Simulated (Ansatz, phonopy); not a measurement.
# AgB (hypothetical, Pm-3m): phonons against volume, part 5 of 5

Aim: how the vibrations of AgB (hypothetical) shift with volume, and the expansion that follows. The crystal structure is hypothetical: it was made by swapping elements on a known structure type.

Ansatz 0.2.0; DFT PBEsol, scalar-relativistic, plane waves, PAW.

So far. Step 13 (A cell at another volume, V/V0 0.97): The run ends at a pressure of 4.89 GPa. Step 14 (Lattice dynamics at this volume, V/V0 0.97): The lowest solved frequency is -117 cm⁻¹, so the cell is unstable here and gives no valid free energy. The highest zone-centre mode (no LO–TO term) moved by +15.6 % for a volume change of -3.0 %.

**15. Single point at a scaled cell, V/V0 1.05**

Symmetry fixes every atom, so a single point at the scaled cell gives the energy and pressure of this member.

The cell differs from the one that the last finished run ended in (a 2.832 → 2.908 Å, b 2.832 → 2.908 Å, c 2.832 → 2.908 Å).

Contents of input.yaml:

```yaml
crystal:
  lattice:
    - [2.9078290222, 0.0, 0.0]
    - [0.0, 2.9078290222, 0.0]
    - [0.0, 0.0, 2.9078290222]
  atoms:
    - { symbol: B, position: [0.5, 0.5, 0.5] }
    - { symbol: Ag, position: [0.0, 0.0, 0.0] }
kpoints:
  mp_grid: { grid: [16, 16, 16] }
hamiltonian:
  xc: pbesol
scf:
  occupations: { method: methfessel_paxton, width: 0.2 }
output:
  forces: true
  stress: true
  eigenvalues: true
  write_density: true
  write_potential: true
  elf: true
  volumetric_format: npy
```

Launch:

```bash
ansatz run input.yaml --threads 4 --pin off --max-ram 8192MiB --backend cpu --events-out ev --progress --plain --runs-dir out
```

Numbers of over 12 decimals in the logs are rounded to 6 here.

Log:

```text
[...]
Crystal: 2 atoms, lattice volume = 24.587 Å³
Basis set: ecut = 420 eV, 461 PW (Γ), exchange–correlation on 40×40×40 points (8 copies of the dense FFT grid, shifted against one another)
Bands: 15, of which v1, the nominal top of the filled ones, is band 11 counted from 1 (10 counted from 0)
Symmetry: 48 space group operations
[...]
k-points: 165 of 4096
[...]
--- Band table (eV; the first three rows and the last of 165) ---
  k-point 0: bands = [... 7 lower, 11.0679, 11.0679, 11.0679, 17.4794, 17.4794, 17.4794, 23.7950, 27.7036]
  k-point 1: bands = [... 7 lower, 11.0145, 11.0145, 11.0714, 17.1891, 17.5808, 17.5808, 23.9325, 27.6530]
  k-point 2: bands = [... 7 lower, 10.8688, 10.8688, 11.0815, 16.4566, 17.8686, 17.8686, 24.2253, 27.5073]
  k-point 164: bands = [... 7 lower, 11.8686, 11.8686, 12.9858, 18.1190, 18.1190, 18.1190, 19.8326, 19.8326]
[key lines of the parts left out:]
SCF converged after 5 iterations
Free energy (F): -7672.263327 eV
Fermi energy:    15.649408 eV
P = ⅓ Tr σ = -6.4587 GPa (-64.587 kbar)
```

Elapsed: 1.1 s, on 4 threads of Arm Neoverse V1, shared host; peak memory 0.38 GiB; 3.6 s of CPU time.

The run ends at a pressure of -6.46 GPa.

**16. Phonons, V/V0 1.05**

Phonons at this volume give one point of F(V, T); meshes stay fixed along the series.

input.yaml, the sections that differ from step 15:

```yaml
output:
  eigenvalues: true
phonons:
  method: dfpt
  qmesh: [4, 4, 4]
  temperatures: { t_max: 1000, t_step: 50 }
  qpath:
    path:
      - [[0.0, 0.0, 0.0], [0.0, 0.5, 0.0], [0.5, 0.5, 0.0], [0.0, 0.0, 0.0], [0.5, 0.5, 0.5], [0.0, 0.5, 0.0]]
      - [[0.5, 0.5, 0.5], [0.5, 0.5, 0.0]]
    npoints: 10
# crystal, kpoints, hamiltonian, scf: as in step 15
```

Log:

```text
[...]
Crystal: 2 atoms, lattice volume = 24.587 Å³
Basis set: ecut = 420 eV, 461 PW (Γ), exchange–correlation on 40×40×40 points (8 copies of the dense FFT grid, shifted against one another)
Bands: 15, of which v1, the nominal top of the filled ones, is band 11 counted from 1 (10 counted from 0)
Symmetry: 48 space group operations
k-points: 165 of 4096
[...]
k-point 164: bands = [... 7 lower, 11.8687, 11.8687, 12.9858, 18.1190, 18.1190, 18.1190, 19.8326, 19.8326]
[...]
ASR residual: 8.041e-6 → 0.000e0 eV/Å²; symmetrization residual: 9.470e-7 eV/Å²
  ASR residual per site (eV/Å²): 1.05e-6 8.04e-6
  Γ frequencies (cm⁻¹): 0.00 0.00 0.00 138.67 138.67 138.67
--- Phonons (arbitrary-q DFPT): 10 irreducible q on the 4×4×4 mesh ---
[...]
interpolated dispersion: 62 rows × 6 modes
[...]
[key lines of the parts left out:]
SCF converged after 7 iterations
Free energy (F): -7672.263327 eV
Fermi energy:    15.649428 eV
```

Wall time 4.9 min (4 threads); peak memory 2.1 GiB.

No LO-TO term. The phonon branches at the labelled points (cm⁻¹):

| point | branch 1 | branch 2 | branch 3 | branch 4 | branch 5 | branch 6 |
| --- | --- | --- | --- | --- | --- | --- |
| Γ | 0 | 0 | 0 | 139 | 139 | 139 |
| halfway | -28 | -28 | 103 | 145 | 145 | 172 |
| X | 5 | 5 | 138 | 138 | 147 | 221 |
| halfway | 50 | 77 | 88 | 179 | 188 | 195 |
| M | -76 | -76 | 53 | 191 | 191 | 201 |
| halfway | 25 | 37 | 97 | 158 | 169 | 189 |
| Γ | 0 | 0 | 0 | 139 | 139 | 139 |
| halfway | -60 | -60 | 98 | 154 | 154 | 259 |
| R | -176 | -176 | -176 | 130 | 130 | 130 |
| halfway | -92 | 90 | 93 | 96 | 144 | 220 |
| X | 5 | 5 | 138 | 138 | 147 | 221 |
| jump to R | -176 | -176 | -176 | 130 | 130 | 130 |
| halfway | -136 | -136 | 100 | 131 | 160 | 160 |
| M | -76 | -76 | 53 | 191 | 191 | 201 |

The phonon branches as a text plot (rows in cm⁻¹):

```
    250 |                              **
    232 |                                **          *
    214 |      ***                   **             * * **
    196 |     *   ************             *       *   *       **
    177 |   **    ****    *****                       *       **
    159 |        **          ****   *  **   *     *  *  *   **
    141 |*********            *********  *** *  ***** **** *
    123 |    **  *                          *******  * ** ** *
    105 |   *     **       ***          ***        * **     **
     87 |                 *   *        *            **
     69 |  *      ***          *     **    *       *  *     * **
     51 | *        **********   *   *                  *        *
     33 |        **  *       *** * *                    *
     15 |*       *         ** * ** *                 *
     -4 |*     **                ** *                    *
    -22 | *****                **    **            *
    -40 |                 *            *
    -58 |             * **              *         *
    -76 |              **                                       *
    -94 |                                ** *       *      *   *
   -112 |                                  *      *           *
   -130 |                                        * *         *
   -148 |                                   *    **         *
   -166 |                                    *****        **
         Γ      X      M          Γ            R        X|R     M
```

The lowest solved frequency is -176 cm⁻¹, so the cell is unstable here and gives no valid free energy. The highest zone-centre mode (no LO–TO term) moved by -26.1 % for a volume change of +5.0 %.

**17. How the modes move with volume**

This step: DFT PBEsol, scalar-relativistic, plane waves, PAW (phonopy 4.10.0).

Volume series, by row:

| V/V0 | V (Å³/atom) | pressure (GPa) | E - E0 (meV/atom) | gap (eV) | zero-point energy (meV/atom) | lowest on the path (cm⁻¹) | highest at Gamma without the LO-TO term (cm⁻¹) |
| --- | --- | --- | --- | --- | --- | --- | --- |
| 0.97 | 11.36 | 4.893 | 5.283 | 0 | - | -117.1 | 216.8 |
| 0.985 | 11.53 | 2.344 | 1.297 | 0 | - | -129.2 | 202.1 |
| 1 | 11.71 | 0 | 0 | 0 | - | -141.7 | 187.5 |
| 1.015 | 11.88 | -2.151 | 1.191 | 0 | - | -153.7 | 173.1 |
| 1.03 | 12.06 | -4.117 | 4.664 | 0 | - | -164.2 | 158.6 |
| 1.05 | 12.29 | -6.459 | 12.5 | 0 | - | -175.5 | 138.7 |

Optical frequency at Gamma without the LO-TO term, mode 4 against V/V0:

| V/V0 | optical frequency at Gamma without the LO-TO term, mode 4 (cm⁻¹) |
| --- | --- |
| 0.9700 | 217 |
| 0.9850 | 202 |
| 1.0000 | 188 |
| 1.0150 | 173 |
| 1.0300 | 159 |
| 1.0500 | 139 |

**18. What came out**

```json
{"lowest frequency over the volumes": "-176 cm⁻¹"}
```

In words: Imaginary modes appear at V/V0 = 0.97, 0.985, 1, 1.015, 1.03 and 1.05, so too few stable volumes remain for a free-energy fit. Mode Grüneisen parameters diverge near a vanishing branch and are not given. The softest solved mode at V/V0 = 1.05 is 176i cm⁻¹ at q = (-0.5, -0.5, -0.5), and 6 of 10 solved wavevectors carry a mode beyond 8i cm⁻¹. In a metal soft modes also hang on the k-mesh and the smearing, which were not converged here. The PAW files were made for PBE and are used here under another functional, for which the program regenerates the frozen cores.

[Logs are printed without paths, hosts, clocks, repeated set-up lines and the standing remarks that a program may print on its own settings, such as how far it seeks lower states.]

[Hosts, paths, dates, database ids (printed as entryN), source tags and the programs' standing remarks are cut or masked in the printed files.]

[A step with changed settings may run another functional than the one named; its input shows which.]

[Of the runs on displaced cells, only some may be shown.]
